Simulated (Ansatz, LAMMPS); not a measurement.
# Squeezing and shearing a frame of amorphous polythiophene with methane (capped chains of 6 units) from 500 K (125 atoms): runs compared

How stiff is a frame of amorphous polythiophene with methane (capped chains of 6 units) from 500 K (125 atoms), and how do its levels respond to strain?

Computed with Ansatz 0.2.0: Kohn-Sham DFT, PBE+D4, PAW (set soft_2), plane waves.

### 1. The cell as built

The cell holds 125 atoms: 57 C, 12 S and 56 H. Its edges and angles: a = 12.078 Å, b = 12.078 Å, c = 12.078 Å, α = 90.0°, β = 90.0°, γ = 90.0°. 2 polythiophene chains of 6 units with methyl end groups, 5 methane placed at random, at 1.06 g/cm³; overlaps pushed apart, then 20 ps at 800 K with MMFF94 bonds, angles, torsions, charges and radii (Halgren, J. Comput. Chem. 17, 490 (1996)) in harmonic and 12-6 forms. Snapshot after 30 ps at 500 K and fixed volume.

What the set-up can't give: The network of contacts between molecules at the start is that of the classical potential that made the cell, and needn't be the one that DFT or experiment would give. Only the Γ point is sampled.

### 2. The reference run

The reference is a single point at the end of the relaxation.

Every strained cell starts from the geometry of this run, and its atoms are relaxed with the cell held.

Its input, with most atom lines left out:

```yaml
crystal:
  lattice:
    - [11.37222, 0.70074, 0.52126]
    - [0.70074, 11.29044, -0.51636]
    - [0.52126, -0.51636, 11.33554]
  atoms:
    - { symbol: C, position: [0.22219, 0.4186, 0.43052] }
    - { symbol: C, position: [0.25189, 0.5321, 0.38536] }
    - { symbol: C, position: [0.23916, 0.57082, 0.27493] }
    - { symbol: C, position: [0.27327, 0.68525, 0.2628] }
    - { symbol: C, position: [0.3137, 0.73627, 0.36458] }
    - { symbol: S, position: [0.30711, 0.63927, 0.47539] }
    - { symbol: C, position: [0.35869, 0.84822, 0.38482] }
    [... atom lines 8 to 125 left out ...]
kpoints:
  mp_grid: { grid: [1, 1, 1] }
hamiltonian:
  xc: pbe
  dispersion: d4
scf:
  occupations: { method: fixed }
output:
  forces: true
  stress: true
  populations: true
  dos:
    method: { smearing: { sigma: 0.08 } }
    de: 0.1
    projected: { site_lists: { C: [C], H: [H], S: [S] } }
  eigenvalues: true
  write_density: true
  write_potential: true
  volumetric_format: npy
  elf: true
```

```
free energy per atom   : -208.2290 eV/atom
r.m.s. force component : 0.00579 eV/Å
pressure               : -0.009711 GPa
```

Filled and empty levels are parted by 1.45 eV (at Γ alone); a semilocal functional tends to put such gaps too low. It is the spacing of short capped chains, not of the long polymer. In a disordered cell it changes from sample to sample, and tail or defect levels can set it.

### 3. The runs

Each row is one run, on 4 threads of Intel Xeon Platinum 8488C (Sapphire Rapids), shared host. The free energy is the program's total, comparable only between runs with the same functional, potentials and atoms.

| run | atoms | outcome | ionic steps, all passes | free energy (eV) | time | host memory (GiB) |
| --- | --- | --- | --- | --- | --- | --- |
| Single point at the start | 125 | converged | - | -26019.567 | 11 s | 1.8 |
| Cell and atoms relaxed | 125 | converged | 71 | -26028.625 | 8.2 min | 1.8 |
| Single point at the relaxed geometry | 125 | converged | - | -26028.625 | 12 s | 1.7 |
| Volume -3 % | 125 | converged | 29 | -26028.635 | 4 min | 1.7 |
| Volume +3 % | 125 | converged | 5 | -26028.600 | 47 s | 1.7 |
| Volume -6 % | 125 | converged | 14 | -26028.498 | 2 min | 1.6 |
| Volume +6 % | 125 | converged | 19 | -26028.542 | 2.8 min | 1.8 |
| Volume -10 % | 125 | converged | 24 | -26028.154 | 3.2 min | 1.5 |
| Stretched by 1 % along x | 125 | converged | 4 | -26028.627 | 37 s | 1.7 |
| Compressed by 1 % along x | 125 | converged | 4 | -26028.627 | 37 s | 1.7 |
| Sheared by 2 % in xy | 125 | converged | 14 | -26028.630 | 2.1 min | 1.7 |

In some runs the program notes that the SCF threshold is loose for the stress.

### 4. Pressure against volume

Atoms are relaxed at each volume, in the scaled cell.

| volume change (%) | volume (Å³/atom) | energy change (meV/atom) | pressure (GPa) | largest move on relaxing (Å) | bonds | gap (eV) |
| --- | --- | --- | --- | --- | --- | --- |
| -10 | 10.393 | 3.76 | 1.38 | 1.11 | 130 | 1.48 |
| -6 | 10.854 | 1.01 | 0.65 | 0.76 | 130 | 1.47 |
| -3 | 11.201 | -0.08 | 0.25 | 1.41 | 130 | 1.45 |
| +0 | 11.547 | 0.00 | -0.01 | - | 130 | 1.45 |
| +3 | 11.894 | 0.20 | -0.16 | 0.15 | 130 | 1.44 |
| +6 | 12.240 | 0.66 | -0.32 | 0.68 | 130 | 1.44 |

### 5. Uniaxial strain and shear

Stress (GPa, compression positive) less that of the relaxed cell, atoms relaxed:

| strain | xx | yy | zz | xy | energy change (meV/atom) |
| --- | --- | --- | --- | --- | --- |
| stretched by 1 % along x | -0.050 | -0.029 | -0.036 | 0.012 | -0.02 |
| compressed by 1 % along x | 0.104 | 0.122 | 0.052 | 0.033 | -0.02 |
| sheared by 2 % in xy | -0.014 | -0.029 | 0.007 | -0.032 | -0.04 |

### 6. What came out

The bulk modulus, from the slope of pressure against ln V over the three points nearest the relaxed volume, is 6.96 GPa; between neighbouring points the slope runs 17, 13, 8.7, 5.2 and 5.3 GPa from the smallest volume up, without a steady fall, so no pressure derivative is given. At -10 %, -6 %, -3 % and +6 % some atom moved by over 0.5 Å on relaxing, so those points may sit in another local minimum. The curvature of the energy over the same three points gives 1.85 GPa instead, so stress and energy disagree and the modulus is uncertain by that much. The gap goes from 1.48 eV at the smallest volume to 1.44 eV at the largest, -0.3 eV per unit of ln V by a straight line, not monotonically (lowest 1.44, highest 1.48 eV), on the run's k-points. Stretch and compression disagree (xx stress changes of -0.05 and 0.10 GPa), so C11 is only a mean of unlike responses. The cells stretched by 1 % along x; sheared by 2 % in xy each end below the relaxed cell in energy, so the reference wasn't the lowest nearby minimum and the moduli are doubtful. In the Cartesian axes of the cell, finite differences give C11 = 7.72, C12 = 7.51, C13 = 4.39 and C66 = 1.59 GPa (the shear of 2 % is the engineering strain, εxy = 0.01).

Caveats: Strains are finite and relaxations stop at the force tolerance of the input, which can leave moduli too stiff; they are those of a static cell at zero temperature. Volumes are changed with the cell's shape held, so in an anisotropic solid the modulus lies over the one under free hydrostatic load. The program notes that the SCF threshold of the relaxations is loose for the stress.

The DFT runs together took 25 min of wall time.

[Logs are printed without paths, hosts, clocks, repeated set-up lines and the standing remarks that a program may print on its own settings, such as how far it seeks lower states.]

[Hosts, paths, dates, database ids (printed as entryN), source tags and the programs' standing remarks are cut or masked in the printed files.]

[The MMFF94 radii named for the starting cell were scaled by 0.96; in molecules described by MMFF94, hydrogen bound to N, O or S took a small fixed 12-6 site in their place.]
